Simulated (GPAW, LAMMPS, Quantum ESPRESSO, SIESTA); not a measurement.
## SIESTA runs on regrown after partial melting: C with 5 % Si on C sites, (111) (192 atoms)

Aim: run regrown after partial melting: C with 5 % Si on C sites, (111) (192 atoms) in SIESTA and see how near its forces come to a plane-wave reference, and at what cost.

Main program and level: SIESTA 5.4.2; the method is named at each step.

### 1. Set-up

The cell holds 192 atoms: 182 C and 10 Si. Its edges and angles: a = 10.086 Å, b = 8.735 Å, c = 12.777 Å, α = 90.0°, β = 90.0°, γ = 90.0°. It derives from C (diamond C). A 2 x 1 x 2 block of diamond C (a = 3.566 Å), 5 % of C replaced at random by Si with its (111) planes normal to z; the lower 50 % held fixed, the rest melted at 8000 K for 10 ps and cooled to 500 K at 50 K/ps with the Tersoff potential (Tersoff, Phys. Rev. B 39, 5566 (1989)); then all atoms free for 10 ps at 500 K, the cell's length along z at zero stress. Regions: crystal, 96 atoms (94 C and 2 Si); remelted part, 96 atoms (88 C and 8 Si). The structure's axis is c.

The yardstick, on the same geometry:

```
method                 : Kohn-Sham DFT, PBE, SSSP efficiency 1.3.0 pseudopotentials, plane waves (Quantum ESPRESSO 7.5); sssp-pbe-1.3.0-efficiency, cutoffs 45/360 Ry, Γ point
r.m.s. force component : 1.383 eV/Å
longest force          : 5.783 eV/Å
pressure               : 27.66 GPa
time                   : 5.5 min on 4 MPI ranks of Arm Neoverse V2, shared host
CPU time               : 22 min
```

### 2. PBE, DZP, shift 0.01 Ry, mesh 300 Ry

Method: Kohn-Sham DFT, PBE, PseudoDojo 0.4.1 norm-conserving pseudopotentials (converted to PSML), numerical atomic orbitals (DZP), diagonalisation.

The .psml files are PseudoDojo norm-conserving potentials that we converted to this format, checked against plane waves on the same files for H, C, O, Si, Ge and Ca alone.

Input file input.fdf:

```
SystemLabel cell
NumberOfAtoms 192
NumberOfSpecies 2
%block ChemicalSpeciesLabel
  1 6 C
  2 14 Si
%endblock ChemicalSpeciesLabel
LatticeConstant 1.0 Ang
%block LatticeVectors
  10.08617 0.00000 0.00000
  0.00000 8.73488 0.00000
  0.00000 0.00000 12.77719
%endblock LatticeVectors
PAO.BasisSize DZP
PAO.EnergyShift 0.01 Ry
XC.Functional GGA
XC.Authors PBE
MeshCutoff 300 Ry
%block kgrid_Monkhorst_Pack
  1 0 0 0.0
  0 1 0 0.0
  0 0 1 0.0
%endblock kgrid_Monkhorst_Pack
SolutionMethod diagon
OccupationFunction FD
ElectronicTemperature 580 K
SCF.Mixer.Method Pulay
SCF.Mixer.Weight 0.05
SCF.Mixer.History 8
SCF.Mix Hamiltonian
MaxSCFIterations 300
SCF.DM.Tolerance 1e-04
SCF.H.Tolerance 1.0e-3 eV
WriteForces T
Write.HirshfeldPop T
Write.VoronoiPop T
Write.DM F
Write.H F
XML.Write F
AtomicCoordinatesFormat Fractional
%block AtomicCoordinatesAndAtomicSpecies
  0.71818 0.98268 0.50504 1
  0.72742 0.98634 0.62124 1
  0.09770 0.90527 0.66371 1
  0.09317 0.90436 0.78609 1
  0.84708 0.90314 0.66322 1
  0.84656 0.89966 0.78770 1
  0.72308 0.15118 0.66170 1
  0.72470 0.15710 0.78432 1
  0.97158 0.47824 0.50039 1
  0.97566 0.48344 0.62024 1
  0.85011 0.40010 0.66715 1
  0.84868 0.40037 0.78666 1
  0.09789 0.39821 0.66096 1
  0.10274 0.39557 0.78250 1
  0.97252 0.64993 0.66739 1
  0.97607 0.64692 0.78736 1
  0.97176 0.14493 0.66212 1
  0.97484 0.14712 0.78564 1
  0.84627 0.06949 0.82933 1
  0.85196 0.04632 0.95378 1
  0.09663 0.06342 0.82902 1
  0.09260 0.06642 0.94622 1
  0.97308 0.31101 0.82484 1
  0.98411 0.31790 0.94063 1
  0.72621 0.64678 0.66442 1
  0.72251 0.63707 0.79034 1
  0.10105 0.55974 0.82563 1
  0.10417 0.56302 0.94706 1
  0.85165 0.55868 0.82978 1
  0.84718 0.55730 0.95021 1
  0.73660 0.80352 0.83508 1
  0.72398 0.80469 0.95405 1
  0.72063 0.32203 0.82481 1
  0.71151 0.32294 0.94673 1
  0.09962 0.23629 0.49778 1
  0.09637 0.22565 0.62072 1
  0.84765 0.22818 0.50536 1
  0.85129 0.23455 0.62518 1
  0.71965 0.48625 0.50572 1
  0.72453 0.48507 0.62640 1
  0.96971 0.80853 0.82555 1
  0.97673 0.80302 0.95108 1
  0.83937 0.73491 0.49640 1
  0.85344 0.73054 0.62489 1
  0.10301 0.72555 0.50298 2
  0.09450 0.73044 0.63326 1
  0.97182 0.98608 0.49691 1
  0.97769 0.98122 0.62127 1
  0.22861 0.98698 0.49631 1
  0.22595 0.98565 0.62153 1
  0.59390 0.89424 0.65605 1
  0.59823 0.89408 0.78799 2
  0.34519 0.90118 0.66357 1
  0.34374 0.89817 0.78995 1
  0.22129 0.14712 0.66286 1
  0.22030 0.15192 0.78404 1
[... 132 atom lines left out ...]
  0.59503 0.72894 0.98945 1
  0.59198 0.72990 0.11393 1
  0.47059 0.97922 0.99170 2
  0.58568 0.36961 0.28713 1
%endblock AtomicCoordinatesAndAtomicSpecies
```

Command:

```console
> OMP_NUM_THREADS=1 mpirun -np 4 siesta < input.fdf > output.txt
```

Log:

```text
Version         : 5.4.2
reinit: System Name:
reinit: System Label: cell
initatom: Reading input for the pseudopotentials and atomic orbitals ----------
Species number:   1 Atomic number:    6 Label: C
Species number:   2 Atomic number:   14 Label: Si
Ground state valence configuration (from tables):   2s02  2p02  3d00  4f00
Ground state valence configuration (from tables):   3s02  3p02  3d00  4f00
---- Processing specs for species: C
GGA--PBE XC_GGA_X_PBE--XC_GGA_C_PBE pb
---- Processing specs for species: Si
GGA--PBE XC_GGA_X_PBE--XC_GGA_C_PBE pb
C pseudopotential only contains V_ls up to l=1 -- lmxkb reset.
Si pseudopotential only contains V_ls up to l=2 -- lmxkb reset.
Using PAO.SplitTailNorm
%block ChemicalSpeciesLabel
    1    6 C                       # Species index, atomic number, species label
    2   14 Si                      # Species index, atomic number, species label
%endblock ChemicalSpeciesLabel
%block PAO.Basis                 # Define Basis set
C                     2                    # Species label, number of l-shells
 n=2   0   2                         # n, l, Nzeta
   4.484      3.048
   1.000      1.000
 n=2   1   2 P   1                   # n, l, Nzeta, Polarization, NzetaPol
   5.436      3.692
   1.000      1.000
Si                    2                    # Species label, number of l-shells
 n=3   0   2                         # n, l, Nzeta
   5.392      3.847
   1.000      1.000
 n=3   1   2 P   1                   # n, l, Nzeta, Polarization, NzetaPol
   6.844      4.952
   1.000      1.000
%endblock PAO.Basis
coor:   Atomic-coordinates input format  =     Fractional
siesta: System type = bulk
initatomlists: Number of atoms, orbitals, and projectors:    192  2496  1636
siesta: ******************** Simulation parameters ****************************
Total number of electrons:   768.000000
Total ionic charge:   768.000000
 Kpoints in:            1 . Kpoints trimmed:            1
siesta: k-grid: Number of k-points = 1
siesta: k-points from Monkhorst-Pack grid
siesta: k-cutoff (effective) =     4.367 Ang
siesta: k-point supercell and displacements
siesta: k-grid:     1     0     0      0.000
siesta: k-grid:     0     1     0      0.000
siesta: k-grid:     0     0     1      0.000
                     ====================================
                        Single-point calculation
                     ====================================
outcell: Unit cell vectors (Ang):
       10.086170    0.000000    0.000000
        0.000000    8.734880    0.000000
        0.000000    0.000000   12.777190
outcell: Cell vector modules (Ang)   :   10.086170    8.734880   12.777190
outcell: Cell angles (23,13,12) (deg):     90.0000     90.0000     90.0000
outcell: Cell volume (Ang**3)        :   1125.6894
Gamma-point calculation with interaction between periodic images
Gamma-point calculation with interaction between periodic images
Some features might not work optimally:
Some features might not work optimally:
e.g. DM initialization from atomic data
e.g. DM initialization from atomic data
new_DM -- step:     1
Initializing Density Matrix...
Attempting to read DM from file... Failed...
DM filled with atomic data:
InitMesh: MESH = 108 x 96 x 144 = 1492992
InitMesh: Mesh cutoff (required, used) =   300.000   316.882 Ry
stepf: Fermi-Dirac step function
        iscf     Eharris(eV)        E_KS(eV)     FreeEng(eV)     dDmax    Ef(eV) dHmax(eV)
   scf:    1   -30169.072587   -30834.405577   -30834.506112  1.806396 -5.327252 11.096978
   scf:    2   -30845.507378   -30840.801929   -30840.923137  0.170332 -5.244655  7.723343
   scf:    3   -30852.596051   -30847.219144   -30847.344598  0.079679 -5.049869  4.995907
   scf:    4   -30855.578076   -30852.077035   -30852.187042  0.101439 -4.827985  2.503804
   scf:    5   -30852.065651   -30854.238522   -30854.330603  0.191401 -4.665931  6.911620
   scf:    6   -30856.815315   -30855.732226   -30855.841687  0.055419 -4.615183  4.044815
[...]
scf:   19   -30857.634937   -30857.634915   -30857.754867  0.000051 -4.246012  0.003460
   scf:   20   -30857.634986   -30857.634953   -30857.754893  0.000149 -4.246470  0.001817
   scf:   21   -30857.634934   -30857.634944   -30857.754904  0.000083 -4.246398  0.000829
SCF Convergence by DM+H criterion
max |DM_out - DM_in|         :     0.0000825472
max |H_out - H_in|      (eV) :     0.0008289052
SCF cycle converged after 21 iterations
Using DM_out to compute the final energy and forces
siesta: E_KS(eV) =           -30857.6349
siesta: E_KS - E_eggbox =    -30857.6349
siesta: Atomic forces (eV/Ang):
     1    3.079140   -1.530962   -1.757682
     2   -2.257058   -1.623907    0.895208
     3    0.881377   -1.723051    0.795219
     4    0.808229   -2.343997    0.110095
     5    1.506409   -1.890811    0.358195
     6    1.195741   -0.631572   -0.223188
[...]
190    0.162703   -1.061933    0.865761
   191    1.040304    3.755539    0.848752
   192   -0.068511    0.199112   -0.713584
----------------------------------------
   Tot   -0.022767   -0.008629    0.007223
----------------------------------------
   Max    5.348383
   Res    1.459675    sqrt( Sum f_i^2 / 3N )
----------------------------------------
   Max    5.348383    constrained
Stress tensor Voigt[x,y,z,yz,xz,xy] (kbar):     -496.92     -414.13     -127.92      -30.48      -30.65       24.11
(Free)E + p*V (eV/cell)   -30614.4275
Target enthalpy (eV/cell)   -30857.7549
siesta: Program's energy decomposition (eV):
siesta: Ebs     =    -10804.400202
siesta: Eions   =     53292.729234
siesta: Ena     =     13927.486218
siesta: Ekin    =     21462.824165
siesta: Enl     =     -1010.657900
siesta: DEna    =      -764.404535
siesta: DUscf   =        66.233291
siesta: Ex      =    -10201.915182
siesta: Ec      =     -1044.471767
siesta: Exc     =    -11246.386949
siesta: Eharris =    -30857.634934
siesta: Etot    =    -30857.634944
siesta: FreeEng =    -30857.754904
siesta: Final energy (eV):
siesta:  Band Struct. =  -10804.400202
siesta:       Kinetic =   21462.824165
siesta:       Hartree =    3050.243796
siesta:         Exch. =  -10201.915182
siesta:         Corr. =   -1044.471767
siesta:   Exch.-corr. =  -11246.386949
siesta:  Ion-electron =  -26016.066415
siesta:       Ion-ion =  -18108.249542
siesta:         Total =  -30857.634944
siesta:         Fermi =      -4.246398
siesta: Stress tensor (static) (eV/Ang**3):
siesta:    -0.310152    0.015051   -0.019133
siesta:     0.015051   -0.258482   -0.019021
siesta:    -0.019133   -0.019021   -0.079842
siesta: Cell volume =       1125.689408 Ang**3
siesta: Pressure (static):
siesta:                Solid            Molecule  Units
siesta:           0.00235426          0.00240185  Ry/Bohr**3
siesta:           0.21615859          0.22052731  eV/Ang**3
siesta:         346.32423747        353.32370847  kBar
    Orbital volume contribution        =          76.670604 eV
    (Free)E + p_basis*V_orbitals       =      -30781.084300 eV
    (Free)Eharris+ p_basis*V_orbitals  =      -30781.084290 eV
Hirshfeld Atomic Populations:
Atom #   charge [q] valence [e]  Species
     1     0.009519    3.990481  C
     2     0.014397    3.985603  C
     3     0.014840    3.985160  C
     4    -0.001285    4.001285  C
     5     0.008575    3.991425  C
     6     0.009838    3.990162  C
[...]
45     0.217468    3.782532  Si
[...]
52     0.209282    3.790718  Si
[...]
102     0.215919    3.784081  Si
[...]
107     0.143766    3.856234  Si
[...]
133     0.146528    3.853472  Si
[...]
163     0.111041    3.888959  Si
[...]
--------------------
 Total    -0.000067
Voronoi Atomic Populations:
Atom #   charge [q] valence [e]  Species
[...]
170     0.267739    3.732261  Si
   171     0.241297    3.758703  Si
[...]
189     0.026921    3.973079  C
   190     0.014597    3.985403  C
   191     0.239222    3.760778  Si
   192    -0.095073    4.095073  C
--------------------
 Total    -0.000067
```

Elapsed: 4.8 min, on 4 MPI ranks of Arm Neoverse V2, shared host; peak memory 3.4 GiB.

Banners, paths, timers and routine set-up lines are dropped from the logs unmarked, and long logs keep their key lines alone; longer cuts are marked.

Compared with the plane-wave run:

```
r.m.s. force component                  : 1.46 eV/Å
r.m.s. difference of force components   : 132.2 meV/Å
longest difference of force vectors     : 953.1 meV/Å
force difference over r.m.s. force      : 9.565 %
slope of forces against the reference's : 1.053
correlation of force components         : 0.9971
pressure                                : 34.63 GPa
pressure difference                     : 6.974 GPa
```

This run lies far from the reference in forces at the same functional.

Length of the force difference by element (eV/Å):

| element | atoms | mean | most |
| --- | --- | --- | --- |
| C | 182 | 0.20 | 0.95 |
| Si | 10 | 0.13 | 0.22 |

Local excerpt of 12 atoms (numbers count through the whole input) about C167, which has 3 bonded neighbours where the commonest count for C is 4; x, y, z are measured from there.

| atom | x | y | z | distance (Å) | bonds | Hirshfeld charge (e) | Fx | Fy | Fz (eV/Å) |
| --- | --- | --- | --- | --- | --- | --- | --- | --- | --- |
| C167 | 0.00 | 0.00 | 0.00 | 0.00 | 3 | -0.10 | 4.33 | -0.80 | 0.36 |
| C180 | -0.92 | -0.48 | -0.77 | 1.29 | 3 | -0.03 | -1.75 | -1.85 | -5.21 |
| C129 | -0.29 | -0.29 | 1.31 | 1.37 | 4 | -0.09 | -1.64 | 1.33 | 2.74 |
| Si107 | 0.66 | 1.52 | -0.52 | 1.73 | 5 | 0.14 | 0.92 | -0.27 | 1.17 |
| C98 | 0.21 | -2.16 | -0.20 | 2.18 | 3 | 0.01 | -0.23 | 1.75 | 3.36 |
| C104 | -0.46 | 1.02 | 1.89 | 2.20 | 4 | 0.03 | -1.64 | 1.45 | -0.39 |
| C115 | 0.74 | -1.10 | 1.81 | 2.24 | 4 | 0.02 | 2.09 | -1.47 | 3.83 |
| C161 | -1.95 | 0.34 | -1.13 | 2.28 | 4 | 0.00 | -3.43 | 2.17 | -0.03 |
| C108 | 0.75 | 1.75 | 1.30 | 2.31 | 4 | -0.08 | -1.37 | -0.67 | 1.00 |
| C134 | -0.84 | -1.87 | -1.06 | 2.31 | 4 | 0.00 | -1.64 | -0.79 | -0.22 |
| C103 | 2.23 | -0.59 | -0.44 | 2.35 | 3 | 0.00 | -2.91 | -0.83 | -1.14 |
| C114 | 2.03 | -0.49 | 1.15 | 2.38 | 4 | 0.02 | 0.02 | 0.09 | -0.48 |

Forces lie 9.6 % from the reference's, at 0.87 times its CPU time.

### 3. PBE, DZP, shift 0.04 Ry, mesh 300 Ry

Method: Kohn-Sham DFT, PBE, PseudoDojo 0.4.1 norm-conserving pseudopotentials (converted to PSML), numerical atomic orbitals (DZP), diagonalisation.

input.fdf, as its differences from that of step 2:

```diff
@@ -14,3 +14,3 @@
 PAO.BasisSize DZP
-PAO.EnergyShift 0.01 Ry
+PAO.EnergyShift 0.04 Ry
 XC.Functional GGA
```

Log:

```text
Version         : 5.4.2
reinit: System Name:
reinit: System Label: cell
initatom: Reading input for the pseudopotentials and atomic orbitals ----------
Species number:   1 Atomic number:    6 Label: C
Species number:   2 Atomic number:   14 Label: Si
Ground state valence configuration (from tables):   2s02  2p02  3d00  4f00
[... lines left out ...]
        iscf     Eharris(eV)        E_KS(eV)     FreeEng(eV)     dDmax    Ef(eV) dHmax(eV)
[... lines left out ...]
SCF Convergence by DM+H criterion
[... lines left out ...]
SCF cycle converged after 20 iterations
[... lines left out ...]
   Max    5.300642
[... lines left out ...]
   Max    5.300642    constrained
Stress tensor Voigt[x,y,z,yz,xz,xy] (kbar):     -412.59     -327.18      -41.98      -30.53      -30.10       23.95
[... lines left out ...]
siesta: FreeEng =    -30849.580656
[... lines left out ...]
siesta:         Fermi =      -1.376802
[... lines left out ...]
siesta:         260.58370942        267.24002078  kBar
    Orbital volume contribution        =          41.454711 eV
    (Free)E + p_basis*V_orbitals       =      -30808.125945 eV
    (Free)Eharris+ p_basis*V_orbitals  =      -30808.125947 eV
Hirshfeld Atomic Populations:
Atom #   charge [q] valence [e]  Species
     1     0.012222    3.987778  C
     2     0.017649    3.982351  C
     3     0.017071    3.982929  C
[...]
45     0.142045    3.857955  Si
[...]
52     0.138037    3.861963  Si
[...]
102     0.133737    3.866263  Si
[...]
--------------------
 Total    -0.000007
Voronoi Atomic Populations:
Atom #   charge [q] valence [e]  Species
[...]
171     0.188472    3.811528  Si
[...]
190     0.006894    3.993106  C
   191     0.179364    3.820636  Si
   192    -0.094028    4.094028  C
--------------------
 Total    -0.000007
```

It took 2.3 min on 4 MPI ranks; peak memory 2.5 GiB; 9.1 min of CPU time.

Numbers from this run, and their distance from the reference:

```yaml
r_m_s_force_component: 1.431 eV/Å
r_m_s_difference_of_force_components: 79.13 meV/Å
longest_difference_of_force_vectors: 598.1 meV/Å
force_difference_over_r_m_s_force: 5.723 %
slope_of_forces_against_the_reference_s: 1.034
correlation_of_force_components: 0.999
pressure: 26.06 GPa
pressure_difference: -1.6 GPa
```

This is a coarse setting, run to see what it loses.

Against the first run (9.6 %), the force difference from the reference is 5.7 %, at 0.47 times the CPU time: tighter orbitals come nearer here, likely by a cancellation of errors.

### 4. PBE, TZP, shift 0.01 Ry, mesh 300 Ry

Method: Kohn-Sham DFT, PBE, PseudoDojo 0.4.1 norm-conserving pseudopotentials (converted to PSML), numerical atomic orbitals (TZP), diagonalisation.

input.fdf, as its differences from that of step 3:

```diff
@@ -13,4 +13,4 @@
 %endblock LatticeVectors
-PAO.BasisSize DZP
-PAO.EnergyShift 0.04 Ry
+PAO.BasisSize TZP
+PAO.EnergyShift 0.01 Ry
 XC.Functional GGA
```

Log:

```text
Version         : 5.4.2
reinit: System Name:
reinit: System Label: cell
initatom: Reading input for the pseudopotentials and atomic orbitals ----------
Species number:   1 Atomic number:    6 Label: C
Species number:   2 Atomic number:   14 Label: Si
Ground state valence configuration (from tables):   2s02  2p02  3d00  4f00
[... lines left out ...]
        iscf     Eharris(eV)        E_KS(eV)     FreeEng(eV)     dDmax    Ef(eV) dHmax(eV)
[... lines left out ...]
SCF Convergence by DM+H criterion
[... lines left out ...]
SCF cycle converged after 23 iterations
[... lines left out ...]
   Max    5.298607
[... lines left out ...]
   Max    5.298607    constrained
Stress tensor Voigt[x,y,z,yz,xz,xy] (kbar):     -480.67     -394.62     -113.80      -30.91      -30.08       23.73
[... lines left out ...]
siesta: FreeEng =    -30863.253424
[... lines left out ...]
siesta:         Fermi =      -4.262738
[... lines left out ...]
siesta:         329.69903865        336.30281990  kBar
    Orbital volume contribution        =          95.444341 eV
    (Free)E + p_basis*V_orbitals       =      -30767.809083 eV
    (Free)Eharris+ p_basis*V_orbitals  =      -30767.809075 eV
Hirshfeld Atomic Populations:
Atom #   charge [q] valence [e]  Species
     1     0.009563    3.990437  C
     2     0.014490    3.985510  C
     3     0.014866    3.985134  C
[...]
45     0.217303    3.782697  Si
[...]
52     0.209043    3.790957  Si
[...]
102     0.215560    3.784440  Si
[...]
--------------------
 Total    -0.000099
Voronoi Atomic Populations:
Atom #   charge [q] valence [e]  Species
[...]
171     0.242670    3.757330  Si
[...]
190     0.014320    3.985680  C
   191     0.240805    3.759195  Si
   192    -0.095319    4.095319  C
--------------------
 Total    -0.000099
```

The job ended after 8.7 min (4 MPI ranks; peak memory 4.5 GiB).

Numbers from this run, and their distance from the reference:

```yaml
r_m_s_force_component: 1.439 eV/Å
r_m_s_difference_of_force_components: 112.8 meV/Å
longest_difference_of_force_vectors: 845.2 meV/Å
force_difference_over_r_m_s_force: 8.159 %
slope_of_forces_against_the_reference_s: 1.038
correlation_of_force_components: 0.9976
pressure: 32.97 GPa
pressure_difference: 5.312 GPa
```

This run lies far from the reference in forces at the same functional.

Against the first run (9.6 %), the force difference from the reference is 8.2 %, at 1.8 times the CPU time, with 3264 basis functions against 2496: the larger basis brings the forces nearer.

[end of part 1 of 2]

[Also dropped from logs without a mark: logging warnings of Python, and SIESTA's first energy breakdown and zero terms.]

[Logs are printed without paths, hosts, clocks, repeated set-up lines and the standing remarks that a program may print on its own settings, such as how far it seeks lower states.]

[Hosts, paths, dates, database ids (printed as entryN), source tags and the programs' standing remarks are cut or masked in the printed files.]
